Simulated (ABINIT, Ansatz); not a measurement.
# CaHClO (P6_3mc): bands and cutoff in G0W0 with ABINIT

Aim: raise bands and screening cutoff together for CaHClO (P6_3mc) and follow gap and time.

Program: ABINIT 10.8.3. Level of theory: LDA and many-body steps on it, plane waves. Results are calculated unless marked as measured.

## (1) Starting point

The structure is hexagonal, space group P6_3mc (No. 186). The conventional cell has a = 3.870 Å, b = 3.870 Å, c = 9.810 Å, α = 90.00°, β = 90.00°, γ = 120.00°. Nearest to Ca lie 3 O at 2.33 Å and 3 H at 2.77 Å and 4 Cl at 2.87 to 3.11 Å. H has 1 O at 0.97 Å nearest. Cl has 3 H at 2.67 Å and 4 Ca at 2.87 to 3.11 Å nearest. O has 1 H at 0.97 Å and 3 Ca at 2.33 Å nearest. Farther neighbours and most contacts between anions are not listed.

The cell and positions are those that the Materials Project relaxed with its own functionals (PBE, PBE+U or r2SCAN), kept fixed.

## (2) Empty states on the mesh, 3×3×2 mesh, 443 bands

This step: ABINIT 10.8.3; DFT, LDA, plane waves, norm-conserving pseudopotentials.

The sums over transitions need many empty states on a uniform mesh; this step solves for them.

run.abi reads:

```
acell 3*1.0 Angstrom
rprim 
  3.869837503795 0.000000000001 0.000000000000
  -1.934918751899 3.351377586804 0.000000000000
  0.000000000000 0.000000000000 9.809829070000
ntypat 4
znucl 20 1 17 8
natom 8
typat 1 1 2 2 3 3 4 4
xred 
  0.333333333333 0.666666666667 0.000072350000
  0.666666666667 0.333333333333 0.500072350000
  0.000000000000 0.000000000000 0.166937970000
  0.000000000000 0.000000000000 0.666937970000
  0.333333333333 0.666666666667 0.316666000000
  0.666666666667 0.333333333333 0.816666000000
  0.000000000000 0.000000000000 0.068122680000
  0.000000000000 0.000000000000 0.568122680000
pp_dirpath "pseudos"
pseudos "Ca.upf, H.upf, Cl.upf, O.upf"
ecut 36
ngkpt 3 3 2
nshiftk 1
shiftk 0 0 0
kptopt 1
chksymbreak 0
iscf -2
irdden 1
istwfk *1
nband 443
nbdbuf 40
tolwfr 1e-09
nstep 60
prtvol 0
indata_prefix "in"
outdata_prefix "out"
tmpdata_prefix "tmp"
```

Launch:

```bash
> OMP_NUM_THREADS=1 mpirun -n 4 abinit run.abi > log
```

Numbers of over 12 decimals in the logs are rounded to 6 here.

Log:

```text
.Version 10.8.3 of ABINIT. v10.8.2 released Aug 2026.

 Symmetries : space group P6_3 m c (#186); Bravais hP (primitive hexag.)
[... echo of the input left out ...]
== DATASET  1 ==================================================================
-   mpi_nproc: 4, omp_nthreads: 1 (-1 if OMP is not activated)

--- !DatasetInfo
iteration_state: {dtset: 1, }
dimensions: {natom: 8, nkpt: 6, mband: 443, nsppol: 1, nspinor: 1, nspden: 1, mpw: 8886, }
cutoff_energies: {ecut:  36.0, pawecutdg:  -1.0, }
[...]
4.26951    4.28605    4.29043    4.29186    4.30099    4.30099    4.32241    4.32242
   4.32839    4.35203    4.36250    4.36253    4.36933    4.36961    4.38509    4.38614
   4.39328    4.40925    4.43761
 prteigrs : prtvol=0 or 1, do not print more k-points.

== END DATASET(S) ==============================================================
================================================================================

 -outvars: echo values of variables after computation  --------
            nband         443
             nkpt           6
          spgroup         186
 [... the other variables as echoed above ...]

 Calculation completed.
```

Run time: 11 min. Hardware: 4 MPI ranks of Arm Neoverse V1, shared host; peak memory 0.79 GiB.

Numbers from this step:

| Item | Value |
| --- | --- |
| gap | 5.066 eV |
| k of the valence top | 0, 0, 0 |
| k of the conduction bottom | 0, 0, 0 |
| least direct gap | 5.066 eV |
| k points computed | 6 |
| lowest point of the top converged band, above the valence top | 112.2755 eV |

On this mesh the gap is 5.066 eV.

The density comes from a self-consistent run that is not shown.

## (3) Screening, 3×3×2 mesh, 71 bands, screening to 76.2 eV

The RPA dielectric matrix is built and inverted for each q.

This step: RPA screening on LDA, plane waves, norm-conserving pseudopotentials.

run.abi, as its differences from that of step 2:

```diff
@@ -26,10 +26,11 @@
 chksymbreak 0
-iscf -2
-irdden 1
 istwfk *1
-nband 443
-nbdbuf 40
-tolwfr 1e-09
-nstep 60
-prtvol 0
+occopt 1
+irdwfk 1
+optdriver 3
+nband 71
+ecuteps 2.8
+inclvkb 2
+awtr 1
+symchi 1
 indata_prefix "in"
```

Log:

```text
.Version 10.8.3 of ABINIT. v10.8.2 released Aug 2026.

 Symmetries : space group P6_3 m c (#186); Bravais hP (primitive hexag.)
[... echo of the input left out ...]
== DATASET  1 ==================================================================
-   mpi_nproc: 4, omp_nthreads: 1 (-1 if OMP is not activated)

--- !DatasetInfo
iteration_state: {dtset: 1, }
dimensions: {natom: 8, nkpt: 6, mband: 71, nsppol: 1, nspinor: 1, nspden: 1, mpw: 8886, }
cutoff_energies: {ecut:  36.0, pawecutdg:  -1.0, }
electrons: {nelect:   4.80000000E+01, charge:   0.00000000E+00, occopt:   1.00000000E+00, tsmear:   1.00000000E-02, }

 SCREENING: Calculation of the susceptibility and dielectric matrices

 Based on a program developped by R.W. Godby, V. Olevano, G. Onida, and L. Reining.
 Incorporated in ABINIT by V. Olevano, G.-M. Rignanese, and M. Torrent.
.Using double precision arithmetic ; gwpc =  8

[... cell and pseudopotentials left out ...]
--------------------------------------------------------------------------------

 ==== K-mesh for the wavefunctions ====
 Number of points in the irreducible wedge :     6
[... list of points left out ...]
 Together with 12 symmetry operations and time-reversal symmetry
 yields    18 points in the full Brillouin Zone.

 ==== Q-mesh for the screening function ====
 Number of points in the irreducible wedge :     6
[... list of points left out ...]
 Together with 12 symmetry operations and time-reversal symmetry
 yields    18 points in the full Brillouin Zone.

 setmesh: FFT mesh size selected  =    24x   24x   64
          total number of points  =        36864

 vcoul_init : cutoff-mode = AUXILIARY_FUNCTION
 q-points for optical limit:   1
     1)      0.000010    0.000020    0.000030

- screening: taking advantage of time-reversal symmetry
- Maximum band index for partially occupied states nbvw = 24
- Remaining bands to be divided among processors   nbcw = 47
- Number of bands treated by each node ~11

 Number of electrons calculated from density =   48.0000; Expected =   48.0000
 average of density, n =  0.055907
 r_s =    1.6224
 omega_plasma =   22.8081 [eV]

 calculating chi0 at frequencies [eV] :
  1    0.000000E+00    0.000000E+00
  2    0.000000E+00    2.280810E+01

--------------------------------------------------------------------------------
  q-point number  1        q = ( 0.000000, 0.000000, 0.000000) [r.l.u.]
--------------------------------------------------------------------------------
[... chi0 elements left out ...]
 For q-point:  0.000010 0.000020 0.000030
  dielectric constant =   2.9439
  dielectric constant without local fields =   3.3339

  Average fulfillment of the sum rule on Im[epsilon] for q-point    1 :     48.98  [%]
[... wings left out ...]
  q-point number  2        q = ( 0.333333, 0.000000, 0.000000) [r.l.u.]
--------------------------------------------------------------------------------
[... chi0 elements left out ...]
  Average fulfillment of the sum rule on Im[epsilon] for q-point    2 :     48.24  [%]

 [... 4 further q-points ...]
```

The job ended after 28 s (4 MPI ranks; peak memory 1.2 GiB; 1.8 min of CPU time).

Numbers from this step:

| Item | Value |
| --- | --- |
| ε∞ with local fields, on this mesh, along the program's q direction | 2.944 |
| the same without local fields | 3.334 |
| plasma frequency | 22.81 eV |
| plane waves in the screening matrix | 187 |

Local fields lower ε∞ by 12 %. On a Γ-centred mesh this coarse the value itself is usually too large, while a short band sum pulls it down.

## (4) 71 bands, 76.2 eV

The self-energy is evaluated for the states that the input lists, and the levels follow from it, in one-shot runs by the linearised quasiparticle equation.

This step: G0W0 on LDA, plane waves, norm-conserving pseudopotentials.

run.abi, as its differences from that of step 3:

```diff
@@ -29,8 +29,15 @@
 irdwfk 1
-optdriver 3
+optdriver 4
 nband 71
+gwcalctyp 0
+ecutsigx 36
+symsigma 1
+nkptgw 1
+kptgw 
+  0.0000000000 0.0000000000 0.0000000000
+bdgw 
+  23 26
 ecuteps 2.8
-inclvkb 2
-awtr 1
-symchi 1
+irdscr 1
+ppmodel 1
 indata_prefix "in"
```

Log:

```text
.Version 10.8.3 of ABINIT. v10.8.2 released Aug 2026.

 Symmetries : space group P6_3 m c (#186); Bravais hP (primitive hexag.)
[... echo of the input left out ...]
== DATASET  1 ==================================================================
-   mpi_nproc: 4, omp_nthreads: 1 (-1 if OMP is not activated)

--- !DatasetInfo
iteration_state: {dtset: 1, }
dimensions: {natom: 8, nkpt: 6, mband: 71, nsppol: 1, nspinor: 1, nspden: 1, mpw: 8886, }
cutoff_energies: {ecut:  36.0, pawecutdg:  -1.0, }
electrons: {nelect:   4.80000000E+01, charge:   0.00000000E+00, occopt:   1.00000000E+00, tsmear:   1.00000000E-02, }

 SIGMA: Calculation of the GW corrections

 Based on a program developped by R.W. Godby, V. Olevano, G. Onida, and L. Reining.
 Incorporated in ABINIT by V. Olevano, G.-M. Rignanese, and M. Torrent.
.Using double precision arithmetic ; gwpc =  8

[... cell and pseudopotentials left out ...]
--------------------------------------------------------------------------------

 ==== K-mesh for the wavefunctions ====
 Number of points in the irreducible wedge :     6
[... list of points left out ...]
 Together with 12 symmetry operations and time-reversal symmetry
 yields    18 points in the full Brillouin Zone.

 ==== Q-mesh for screening function ====
 Number of points in the irreducible wedge :     6
[... list of points left out ...]
 Together with 12 symmetry operations and time-reversal symmetry
 yields    18 points in the full Brillouin Zone.

 vcoul_init : cutoff-mode = AUXILIARY_FUNCTION
 q-points for optical limit:   1
     1)      0.000010    0.000020    0.000030
 setmesh: FFT mesh size selected  =    36x   36x  108
          total number of points  =       139968

 Number of electrons calculated from density =   48.0000; Expected =   48.0000
 average of density, n =  0.055907
 r_s =    1.6224
 omega_plasma =   22.8081 [eV]

 === KS Band Gaps ===
  >>>> For spin  1
   Minimum direct gap =   5.0657 [eV], located at k-point      :   0.0000  0.0000  0.0000
   Fundamental gap    =   5.0657 [eV], Top of valence bands at :   0.0000  0.0000  0.0000
                                       Bottom of conduction at :   0.0000  0.0000  0.0000
 SIGMA fundamental parameters:
 PLASMON POLE MODEL  1
 number of plane-waves for SigmaX                 8847
 number of plane-waves for SigmaC and W            187
 number of plane-waves for wavefunctions          8847
 number of bands                                    71
 number of independent spin polarizations            1
 number of spinorial components                      1
 number of k-points in IBZ                           6
 number of q-points in IBZ                           6
 number of symmetry operations                      12
 number of k-points in BZ                           18
 number of q-points in BZ                           18
 number of frequencies for dSigma/dE                 9
 frequency step for dSigma/dE [eV]                0.25
 number of omega for Sigma on real axis              0
 max omega for Sigma on real axis  [eV]           0.00
 zcut for avoiding poles [eV]                     0.10

 EPSILON^-1 parameters (SCR file):
 dimension of the eps^-1 matrix on file            187
 dimension of the eps^-1 matrix used               187
 number of plane-waves for wavefunctions          8847
 number of bands                                    71
 number of q-points in IBZ                           6
 number of frequencies                               2
 number of real frequencies                          1
 number of imag frequencies                          1

 matrix elements of self-energy operator (all in [eV])

 Perturbative Calculation

--- !SelfEnergy_ee
iteration_state: {dtset: 1, }
kpoint     : [   0.000,    0.000,    0.000, ]
spin       : 1
KS_gap     :    5.066
QP_gap     :    7.656
Delta_QP_KS:    2.590
data: !SigmaeeData |
     Band     E0 <VxcDFT>   SigX SigC(E0)      Z dSigC/dE  Sig(E)    E-E0       E
       23   0.926 -15.754 -20.089   3.303   0.817  -0.224 -16.598  -0.844   0.082
       24   0.926 -15.754 -20.089   3.303   0.817  -0.224 -16.598  -0.844   0.082
       25   5.992  -9.638  -4.893  -2.731   0.867  -0.153  -7.892   1.746   7.738
       26   6.916 -10.917  -5.289  -2.788   0.860  -0.162  -8.473   2.444   9.360

== END DATASET(S) ==============================================================
================================================================================

 -outvars: echo values of variables after computation  --------
           etotal      0.0000000000E+00
            nband          71
             nkpt           6
          spgroup         186
 [... the other variables as echoed above ...]

 Calculation completed.
```

It took 6.2 s on 4 MPI ranks; peak memory 0.87 GiB; 24 s of CPU time.

Numbers from this step:

```
G0W0 gap on the points computed              : 7.656 eV
starting gap on the mesh                     : 5.066 eV
k of the valence top                         : 0, 0, 0
k of the conduction bottom                   : 0, 0, 0
Z at the valence top                         : 0.817
Z at the conduction bottom                   : 0.867
least direct G0W0 gap on the computed points : 7.656 eV
```

The gap on the mesh goes from 5.07 eV to 7.66 eV, a correction of +2.59 eV.

## (5) Screening, 3×3×2 mesh, 178 bands, screening to 141.5 eV

This step: RPA screening on LDA, plane waves, norm-conserving pseudopotentials.

run.abi, as its differences from that of step 4:

```diff
@@ -29,15 +29,8 @@
 irdwfk 1
-optdriver 4
-nband 71
-gwcalctyp 0
-ecutsigx 36
-symsigma 1
-nkptgw 1
-kptgw 
-  0.0000000000 0.0000000000 0.0000000000
-bdgw 
-  23 26
-ecuteps 2.8
-irdscr 1
-ppmodel 1
+optdriver 3
+nband 178
+ecuteps 5.2
+inclvkb 2
+awtr 1
+symchi 1
 indata_prefix "in"
```

Log:

```text
.Version 10.8.3 of ABINIT. v10.8.2 released Aug 2026.

 Symmetries : space group P6_3 m c (#186); Bravais hP (primitive hexag.)
[... echo of the input left out ...]
== DATASET  1 ==================================================================
-   mpi_nproc: 4, omp_nthreads: 1 (-1 if OMP is not activated)

--- !DatasetInfo
iteration_state: {dtset: 1, }
dimensions: {natom: 8, nkpt: 6, mband: 178, nsppol: 1, nspinor: 1, nspden: 1, mpw: 8886, }
cutoff_energies: {ecut:  36.0, pawecutdg:  -1.0, }
electrons: {nelect:   4.80000000E+01, charge:   0.00000000E+00, occopt:   1.00000000E+00, tsmear:   1.00000000E-02, }

 SCREENING: Calculation of the susceptibility and dielectric matrices

 Based on a program developped by R.W. Godby, V. Olevano, G. Onida, and L. Reining.
 Incorporated in ABINIT by V. Olevano, G.-M. Rignanese, and M. Torrent.
.Using double precision arithmetic ; gwpc =  8

[... cell and pseudopotentials left out ...]
--------------------------------------------------------------------------------

 ==== K-mesh for the wavefunctions ====
 Number of points in the irreducible wedge :     6
[... list of points left out ...]
 Together with 12 symmetry operations and time-reversal symmetry
 yields    18 points in the full Brillouin Zone.

 ==== Q-mesh for the screening function ====
 Number of points in the irreducible wedge :     6
[... list of points left out ...]
 Together with 12 symmetry operations and time-reversal symmetry
 yields    18 points in the full Brillouin Zone.

 setmesh: FFT mesh size selected  =    24x   24x   72
          total number of points  =        41472

 vcoul_init : cutoff-mode = AUXILIARY_FUNCTION
 q-points for optical limit:   1
     1)      0.000010    0.000020    0.000030

- screening: taking advantage of time-reversal symmetry
- Maximum band index for partially occupied states nbvw = 24
- Remaining bands to be divided among processors   nbcw = 154
- Number of bands treated by each node ~38

 Number of electrons calculated from density =   48.0000; Expected =   48.0000
 average of density, n =  0.055907
 r_s =    1.6224
 omega_plasma =   22.8081 [eV]

 calculating chi0 at frequencies [eV] :
  1    0.000000E+00    0.000000E+00
  2    0.000000E+00    2.280810E+01

--------------------------------------------------------------------------------
  q-point number  1        q = ( 0.000000, 0.000000, 0.000000) [r.l.u.]
--------------------------------------------------------------------------------
[... chi0 elements left out ...]
 For q-point:  0.000010 0.000020 0.000030
  dielectric constant =   2.9534
  dielectric constant without local fields =   3.3699

  Average fulfillment of the sum rule on Im[epsilon] for q-point    1 :     67.14  [%]
[... wings left out ...]
  q-point number  2        q = ( 0.333333, 0.000000, 0.000000) [r.l.u.]
--------------------------------------------------------------------------------
[... chi0 elements left out ...]
  Average fulfillment of the sum rule on Im[epsilon] for q-point    2 :     67.25  [%]

 [... 4 further q-points ...]
```

Run time: 2 min. Hardware: 4 MPI ranks; peak memory 1.8 GiB.

This step gave:

- ε∞ with local fields, on this mesh, along the program's q direction: 2.953
- the same without local fields: 3.370
- plasma frequency: 22.81 eV
- plane waves in the screening matrix: 499

[end of part 1 of 2]

[Paths, hosts, dates, memory and timing lines, banners, echoed tables and standing remarks are left out of the program output.]

[Logs are printed without paths, hosts, clocks, repeated set-up lines and the standing remarks that a program may print on its own settings, such as how far it seeks lower states.]

[Runs of the session that timed out or met a known fault of the program may be left out.]

[No measured gap is set beside runs whose start may be inverted or whose files or cutoffs have a known fault.]

[Hosts, paths, dates, database ids (printed as entryN), source tags and the programs' standing remarks are cut or masked in the printed files.]

[G0W0 gaps are taken among the corrected bands and points alone; a level outside them can change the order at an edge.]

[Where Ansatz stands beside ABINIT at settings called matched, ABINIT's density can come from a denser mesh and the files from another edition; pairs whose starting gaps differed by over 0.03 eV were left out, so agreement reads better than it is.]
